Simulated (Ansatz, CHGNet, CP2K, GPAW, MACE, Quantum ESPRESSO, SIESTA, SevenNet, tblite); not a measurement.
# CP2K on random packing of C72N28 (at. %) (57 atoms): settings against a plane-wave reference, part 2 of 2

How do the settings of CP2K change the result for random packing of C72N28 (at. %) (57 atoms)? A plane-wave run serves as the yardstick.

Program: CP2K 2026.2; the method stands at each step. Banners, paths, timers and routine set-up lines are dropped from the logs unmarked, and long logs keep their key lines alone; longer cuts are marked.

So far. Step 2 (PBE, DZVP-MOLOPT-SR, 600/50 Ry, diagonalisation): Forces lie 4.5 % from the reference's, at 22 times its CPU time (on 2 against 4 cores). Step 3 (PBE, TZV2P-MOLOPT, 600/50 Ry, diagonalisation): Against the first run (4.5 %), the force difference from the reference is 1.5 %, at 9.3 times the CPU time (on 4 against 2 cores), with 1254 basis functions against 741: the larger basis brings the forces nearer.

### Step 4. PBE, TZVP-MOLOPT, 600/50 Ry, diagonalisation

Method: Kohn-Sham DFT, PBE, GTH-PBE pseudopotentials, Gaussian and plane waves, TZVP-MOLOPT-GTH, diagonalisation.

Input file input.inp:

```
&GLOBAL
  PROJECT cell
  RUN_TYPE ENERGY_FORCE
  PRINT_LEVEL LOW
&END GLOBAL
&FORCE_EVAL
  METHOD QS
  STRESS_TENSOR ANALYTICAL
  &DFT
    BASIS_SET_FILE_NAME BASIS_MOLOPT
    POTENTIAL_FILE_NAME GTH_POTENTIALS
    &MGRID
      CUTOFF 600
      REL_CUTOFF 50
      NGRIDS 5
    &END MGRID
    &QS
      EPS_DEFAULT 1.0E-12
    &END QS
    &SCF
      SCF_GUESS ATOMIC
      EPS_SCF 5.0E-06
      MAX_SCF 200
      ADDED_MOS 26
      &DIAGONALIZATION
        ALGORITHM STANDARD
      &END DIAGONALIZATION
      &SMEAR ON
        METHOD FERMI_DIRAC
        ELECTRONIC_TEMPERATURE [K] 580
      &END SMEAR
      &MIXING
        METHOD BROYDEN_MIXING
        ALPHA 0.15
        NBROYDEN 12
      &END MIXING
      &PRINT
        &RESTART OFF
        &END RESTART
      &END PRINT
    &END SCF
    &XC
      &XC_FUNCTIONAL PBE
      &END XC_FUNCTIONAL
    &END XC
    &PRINT
      &MULLIKEN ON
      &END MULLIKEN
      &HIRSHFELD ON
        SHAPE_FUNCTION DENSITY
      &END HIRSHFELD
      &MO ON
        EIGENVALUES T
        OCCUPATION_NUMBERS T
        MO_INDEX_RANGE 111 134
        &EACH
          QS_SCF 0
        &END EACH
        ADD_LAST NUMERIC
      &END MO
    &END PRINT
  &END DFT
  &SUBSYS
    &CELL
      A 7.97600 0.00000 0.00000
      B 0.00000 7.97600 0.00000
      C 0.00000 0.00000 7.97600
    &END CELL
    &COORD
      SCALED
[... 57 atom lines left out: the same atoms as in the first run ...]
    &END COORD
    &KIND C
      BASIS_SET TZVP-MOLOPT-GTH-q4
      POTENTIAL GTH-PBE-q4
    &END KIND
    &KIND N
      BASIS_SET TZVP-MOLOPT-GTH-q5
      POTENTIAL GTH-PBE-q5
    &END KIND
  &END SUBSYS
  &PRINT
    &FORCES ON
    &END FORCES
    &STRESS_TENSOR ON
    &END STRESS_TENSOR
  &END PRINT
&END FORCE_EVAL
```

Started as:

```sh
OMP_NUM_THREADS=1 mpirun -np 4 cp2k.psmp -i input.inp > output.txt
```

Numbers of over 12 decimals in the logs are rounded to 6 here.

Log:

```text
CP2K| version string:                                       CP2K version 2026.2
 CP2K| Input file name                                                 input.inp
 GLOBAL| Basis set file name                                        BASIS_MOLOPT
 GLOBAL| Potential file name                                      GTH_POTENTIALS
[... lines left out ...]
 Number of electrons:                                                        244
[... lines left out ...]
  Step     Update method      Time    Convergence         Total energy    Change
[... lines left out ...]
  *** SCF run converged in    19 steps ***
[... lines left out ...]
  Fermi energy:                                                 0.207156
  Total energy:                                              -385.054522
  Total energy (extrapolated to T->0):                       -385.049802
[... lines left out ...]
 MO| E(Fermi):            0.207156 a.u.          5.636999 eV
[... lines left out ...]
 ENERGY| Total FORCE_EVAL ( QS ) energy [hartree]           -385.054686
[... lines left out ...]
 FORCES|      1 -1.11024369E-02 -4.71142821E-02  3.95661647E-02   6.25180060E-02
 FORCES|      2 -6.16841615E-02  4.61783905E-03 -1.56806441E-03   6.18766438E-02
 FORCES|      3  2.25318075E-02 -1.53843194E-02  1.46817419E-02   3.09824656E-02
[...]
FORCES|     56 -2.72672587E-02  3.03610429E-03 -4.26390822E-02   5.07031819E-02
 FORCES|     57  3.24976748E-03  1.87842223E-02  7.70498657E-02   7.93731050E-02
 FORCES| Sum     7.96137295E-05 -8.82465160E-06 -1.64450215E-04
 FORCES| Total atomic force                                       1.82921003E-04
 STRESS| Analytical stress tensor [bar]
 STRESS|                        x                   y                   z
 STRESS|      x       -2.83195910952E+05   2.51603920466E+04   2.65353030063E+04
 STRESS|      y        2.51603920466E+04  -2.52503766429E+05   6.96164640407E+04
 STRESS|      z        2.65353030063E+04   6.96164640407E+04  -2.43406601143E+05
 STRESS| 1/3 Trace                                            -2.59702092841E+05
```

Elapsed: 9.7 min, on 4 MPI ranks of Arm Neoverse V1, shared host; peak memory 2.7 GiB; 39 min of CPU time.

Compared with the plane-wave run:

```yaml
r_m_s_force_component: 1.961 eV/Å
r_m_s_difference_of_force_components: 43.62 meV/Å
longest_difference_of_force_vectors: 131.5 meV/Å
force_difference_over_r_m_s_force: 2.208 %
slope_of_forces_against_the_reference_s: 0.9924
correlation_of_force_components: 0.9998
pressure: -25.97 GPa
pressure_difference: 0.6413 GPa
```

Against the first run (4.5 %), the force difference from the reference is 2.2 %, at 8.8 times the CPU time (on 4 against 2 cores), with 969 basis functions against 741: the larger basis brings the forces nearer.

### Step 5. PBE, DZVP-MOLOPT-SR, 300/50 Ry, diagonalisation

Method: Kohn-Sham DFT, PBE, GTH-PBE pseudopotentials, Gaussian and plane waves, DZVP-MOLOPT-SR-GTH, diagonalisation.

input.inp, as its differences from that of step 4:

```diff
@@ -12,5 +12,4 @@
     &MGRID
-      CUTOFF 600
+      CUTOFF 300
       REL_CUTOFF 50
-      NGRIDS 5
     &END MGRID
@@ -73,3 +72,3 @@
     &KIND C
-      BASIS_SET TZVP-MOLOPT-GTH-q4
+      BASIS_SET DZVP-MOLOPT-SR-GTH-q4
       POTENTIAL GTH-PBE-q4
@@ -77,3 +76,3 @@
     &KIND N
-      BASIS_SET TZVP-MOLOPT-GTH-q5
+      BASIS_SET DZVP-MOLOPT-SR-GTH-q5
       POTENTIAL GTH-PBE-q5
```

Started as:

```sh
OMP_NUM_THREADS=2 cp2k.psmp -i input.inp > output.txt
```

Log:

```text
CP2K| version string:                                       CP2K version 2026.2
 CP2K| Input file name                                                 input.inp
 GLOBAL| Basis set file name                                        BASIS_MOLOPT
 GLOBAL| Potential file name                                      GTH_POTENTIALS
 GLOBAL| Run type                                                   ENERGY_FORCE
 GLOBAL| Total number of message passing processes                             1
 GLOBAL| Number of threads for this process                                    2
 TOTAL NUMBERS AND MAXIMUM NUMBERS
  Total number of            - Atomic kinds:                                   2
                             - Atoms:                                         57
[... lines left out ...]
                        Smear method:                                FERMI_DIRAC
[... lines left out ...]
 Number of electrons:                                                        244
[... lines left out ...]
  Step     Update method      Time    Convergence         Total energy    Change
[... lines left out ...]
  *** SCF run converged in    20 steps ***
[... lines left out ...]
  Fermi energy:                                                 0.211319
  Total energy:                                              -384.879851
  Total energy (extrapolated to T->0):                       -384.875079
[... lines left out ...]
 MO| E(Fermi):            0.211319 a.u.          5.750294 eV
[... lines left out ...]
 !-----------------------------------------------------------------------------!
 !-----------------------------------------------------------------------------!
                           Hirshfeld Charges
  #Atom  Element  Kind  Ref Charge     Population                    Net charge
      1       C      1       4.000          3.993                         0.007
      2       C      1       4.000          4.003                        -0.003
      3       C      1       4.000          3.932                         0.068
[...]
56       N      2       5.000          5.057                        -0.057
     57       N      2       5.000          5.092                        -0.092
  Total Charge                                                           -0.000
 !-----------------------------------------------------------------------------!
 ENERGY| Total FORCE_EVAL ( QS ) energy [hartree]           -384.879700
 FORCES| Atomic forces [hartree/bohr]
 FORCES|   Atom     x               y               z               |f|
 FORCES|      1 -1.04833185E-02 -4.64526117E-02  4.13954638E-02   6.30977775E-02
 FORCES|      2 -6.72178902E-02  4.96486401E-03 -1.56381550E-03   6.74191379E-02
 FORCES|      3  2.56222933E-02 -1.76052221E-02  1.42641285E-02   3.42039635E-02
[...]
FORCES|     56 -2.85317590E-02  4.11924230E-03 -4.54718379E-02   5.38397388E-02
 FORCES|     57  1.78926089E-03  2.14276742E-02  7.91000038E-02   8.19704658E-02
 FORCES| Sum    -4.20187968E-03 -7.39588090E-04  5.81658515E-04
 FORCES| Total atomic force                                       4.30593892E-03
 STRESS| Analytical stress tensor [bar]
 STRESS|                        x                   y                   z
 STRESS|      x       -3.03635755015E+05   2.56802171189E+04   2.85885820719E+04
 STRESS|      y        2.56802171189E+04  -2.65846071704E+05   7.24028205624E+04
 STRESS|      z        2.85885820719E+04   7.24028205624E+04  -2.60680389804E+05
 STRESS| 1/3 Trace                                            -2.76720738841E+05
```

The job ended after 2.1 min (2 threads; peak memory 0.79 GiB).

Against the reference:

```yaml
r_m_s_force_component: 2.029 eV/Å
r_m_s_difference_of_force_components: 89.7 meV/Å
longest_difference_of_force_vectors: 277.1 meV/Å
force_difference_over_r_m_s_force: 4.54 %
slope_of_forces_against_the_reference_s: 1.026
correlation_of_force_components: 0.9993
pressure: -27.67 GPa
pressure_difference: -1.061 GPa
energy_less_the_same_level_run_s: -0.0772 meV/atom
r_m_s_force_difference_from_the_same_level_run: 19.51 meV/Å
```

This is a coarse setting, run to see what it loses.

Against the first run (4.5 %), the force difference from the reference is 4.5 %, at 0.90 times the CPU time: the change moves forces by 20 meV/Å r.m.s., so most of the difference comes from elsewhere.

### Step 6. PBE, DZVP-MOLOPT-SR, 840/50 Ry, diagonalisation

Method: Kohn-Sham DFT, PBE, GTH-PBE pseudopotentials, Gaussian and plane waves, DZVP-MOLOPT-SR-GTH, diagonalisation.

input.inp, as its differences from that of step 5:

```diff
@@ -12,4 +12,5 @@
     &MGRID
-      CUTOFF 300
+      CUTOFF 840
       REL_CUTOFF 50
+      NGRIDS 5
     &END MGRID
```

Started as:

```sh
OMP_NUM_THREADS=1 mpirun -np 4 cp2k.psmp -i input.inp > output.txt
```

Log:

```text
CP2K| version string:                                       CP2K version 2026.2
 CP2K| Input file name                                                 input.inp
 GLOBAL| Basis set file name                                        BASIS_MOLOPT
 GLOBAL| Potential file name                                      GTH_POTENTIALS
[... lines left out ...]
 Number of electrons:                                                        244
[... lines left out ...]
  Step     Update method      Time    Convergence         Total energy    Change
[... lines left out ...]
  *** SCF run converged in    20 steps ***
[... lines left out ...]
  Fermi energy:                                                 0.211322
  Total energy:                                              -384.879687
  Total energy (extrapolated to T->0):                       -384.874915
[... lines left out ...]
 MO| E(Fermi):            0.211322 a.u.          5.750354 eV
[... lines left out ...]
 ENERGY| Total FORCE_EVAL ( QS ) energy [hartree]           -384.879537
[... lines left out ...]
 FORCES|      1 -1.04803737E-02 -4.64629127E-02  4.14167093E-02   6.31188110E-02
 FORCES|      2 -6.72442454E-02  4.97741296E-03 -1.55113173E-03   6.74460465E-02
 FORCES|      3  2.56068181E-02 -1.76012774E-02  1.42579109E-02   3.41877482E-02
[...]
FORCES|     56 -2.90406881E-02  3.49515128E-03 -4.45025941E-02   5.32546574E-02
 FORCES|     57  1.62844379E-03  2.01622431E-02  7.83441877E-02   8.09134082E-02
 FORCES| Sum     1.11327087E-04 -8.05137049E-06 -1.15477965E-04
 FORCES| Total atomic force                                       1.60604188E-04
 STRESS| Analytical stress tensor [bar]
 STRESS|                        x                   y                   z
 STRESS|      x       -3.03731835734E+05   2.56693562916E+04   2.85879359546E+04
 STRESS|      y        2.56693562916E+04  -2.65903190223E+05   7.23993618410E+04
 STRESS|      z        2.85879359546E+04   7.23993618410E+04  -2.60633297242E+05
 STRESS| 1/3 Trace                                            -2.76756107733E+05
```

The job ended after 82 s (4 MPI ranks; peak memory 3.3 GiB; 5.5 min of CPU time).

Compared with the plane-wave run:

- r.m.s. force component: 2.028 eV/Å
- r.m.s. difference of force components: 88.29 meV/Å
- longest difference of force vectors: 276.6 meV/Å
- force difference over r.m.s. force: 4.468 %
- slope of forces against the reference's: 1.026
- correlation of force components: 0.9994
- pressure: -27.68 GPa
- pressure difference: -1.064 GPa
- energy less the same-level run's: 0.0008 meV/atom
- r.m.s. force difference from the same-level run: 1.143 meV/Å

Against the first run (4.5 %), the force difference from the reference is 4.5 %, at 1.2 times the CPU time (on 4 against 2 cores): the change moves forces by 1.1 meV/Å r.m.s., so most of the difference comes from elsewhere.

### Step 7. The ladder

Differences are against the plane-wave reference, forces as r.m.s. over components; share is that over the reference's r.m.s. force, slope the least-squares factor from reference forces to these. Total energies of different programs have different zeros and aren't compared.

| run | Δ force, r.m.s. (meV/Å) | share (%) | slope | Δ pressure (GPa) | cores | CPU time | memory (GiB) |
| --- | --- | --- | --- | --- | --- | --- | --- |
| reference | - | - | - | - | 4 | 12 s | 0.58 |
| CP2K PBE, DZVP-MOLOPT-SR, 600/50 Ry, diagonalisation | 88.3 | 4.47 | 1.026 | -1.06 | 2 | 4.4 min | 1.6 |
| CP2K PBE, TZV2P-MOLOPT, 600/50 Ry, diagonalisation | 29.4 | 1.49 | 0.994 | 0.569 | 4 | 41 min | 2.8 |
| CP2K PBE, TZVP-MOLOPT, 600/50 Ry, diagonalisation | 43.6 | 2.21 | 0.992 | 0.641 | 4 | 39 min | 2.7 |
| CP2K PBE, DZVP-MOLOPT-SR, 300/50 Ry, diagonalisation (coarse) | 89.7 | 4.54 | 1.026 | -1.06 | 2 | 4 min | 0.79 |
| CP2K PBE, DZVP-MOLOPT-SR, 840/50 Ry, diagonalisation | 88.3 | 4.47 | 1.026 | -1.06 | 4 | 5.5 min | 3.3 |

Rows marked coarse were listed beforehand as settings not expected to be converged; some can still land near the reference.

CPU time is summed over cores on a shared host, where runs went side by side, so it is rough. Symmetry, cutoffs, thresholds, outputs and thread counts weren't matched or tuned between programs; memory under MPI is the largest rank's times the ranks.

Mean charges by element (e), by run and scheme:

| run | scheme | C | N |
| --- | --- | --- | --- |
| reference | Löwdin | +0.06 | -0.09 |
| CP2K PBE, DZVP-MOLOPT-SR, 600/50 Ry, diagonalisation | Mulliken | +0.05 | -0.12 |
| CP2K PBE, DZVP-MOLOPT-SR, 600/50 Ry, diagonalisation | Hirshfeld | +0.02 | -0.05 |
| CP2K PBE, TZV2P-MOLOPT, 600/50 Ry, diagonalisation | Mulliken | +0.04 | -0.11 |
| CP2K PBE, TZV2P-MOLOPT, 600/50 Ry, diagonalisation | Hirshfeld | +0.02 | -0.04 |
| CP2K PBE, TZVP-MOLOPT, 600/50 Ry, diagonalisation | Mulliken | +0.04 | -0.11 |
| CP2K PBE, TZVP-MOLOPT, 600/50 Ry, diagonalisation | Hirshfeld | +0.02 | -0.05 |
| CP2K PBE, DZVP-MOLOPT-SR, 840/50 Ry, diagonalisation | Mulliken | +0.05 | -0.12 |
| CP2K PBE, DZVP-MOLOPT-SR, 840/50 Ry, diagonalisation | Hirshfeld | +0.02 | -0.05 |

The reference's Löwdin charges lack the electrons that the projection spills, 0.021 e an atom on average.

Within one program, basis, potentials and functional, energies share a zero. Each run against its twin at the usual cutoff or grid and solver:

| run | twin | Δ energy (meV/atom) | Δ force, r.m.s. (meV/Å) | CPU time over the twin's |
| --- | --- | --- | --- | --- |
| CP2K PBE, DZVP-MOLOPT-SR, 300/50 Ry, diagonalisation | DZVP-MOLOPT-SR, 600/50 Ry, diagonalisation | -0.0772 | 19.5 | 0.90 |
| CP2K PBE, DZVP-MOLOPT-SR, 840/50 Ry, diagonalisation | DZVP-MOLOPT-SR, 600/50 Ry, diagonalisation | 8.0e-4 | 1.14 | 1.2 (this twin ran on 2 cores) |

Further runs of this program without a result: CP2K GFN1-xTB, diagonalisation (not converged).

### Step 8. What came out

| Property | Result |
| --- | --- |
| nearest in forces | CP2K PBE, TZV2P-MOLOPT, 600/50 Ry, diagonalisation, 1.5 % |
| its CPU time | 41 min |

The PBE runs in local orbitals, coarse settings apart, differ by 1.5 % (CP2K PBE, TZV2P-MOLOPT, 600/50 Ry, diagonalisation) to 4.5 % (CP2K PBE, DZVP-MOLOPT-SR, 840/50 Ry, diagonalisation); basis, grid and potentials can all enter. Runs with settings chosen to be coarse differ by 4.5 % (CP2K PBE, DZVP-MOLOPT-SR, 300/50 Ry, diagonalisation), their programs' other errors included. None of the electronic-structure runs in the table takes under half the reference's CPU time of 12 s; they take 20 to 206 times as much. Charges hang on scheme and program or settings: among these rows the mean for N runs from -0.12 to -0.04 e. The reference's stress is far from hydrostatic: its diagonal is -29.0, -26.0, -24.8 GPa, compression counted positive. The reference's pressure of -27 GPa says that the cell would shrink at this level of theory. The electronic-structure runs sample only Γ, in a cell whose shortest periodic width is 8 Å, which is coarse for a cell with partly filled levels.

[Also dropped from logs without a mark: logging warnings of Python, and SIESTA's first energy breakdown and zero terms.]

[Logs are printed without paths, hosts, clocks, repeated set-up lines and the standing remarks that a program may print on its own settings, such as how far it seeks lower states.]

[Hosts, paths, dates, database ids (printed as entryN), source tags and the programs' standing remarks are cut or masked in the printed files.]
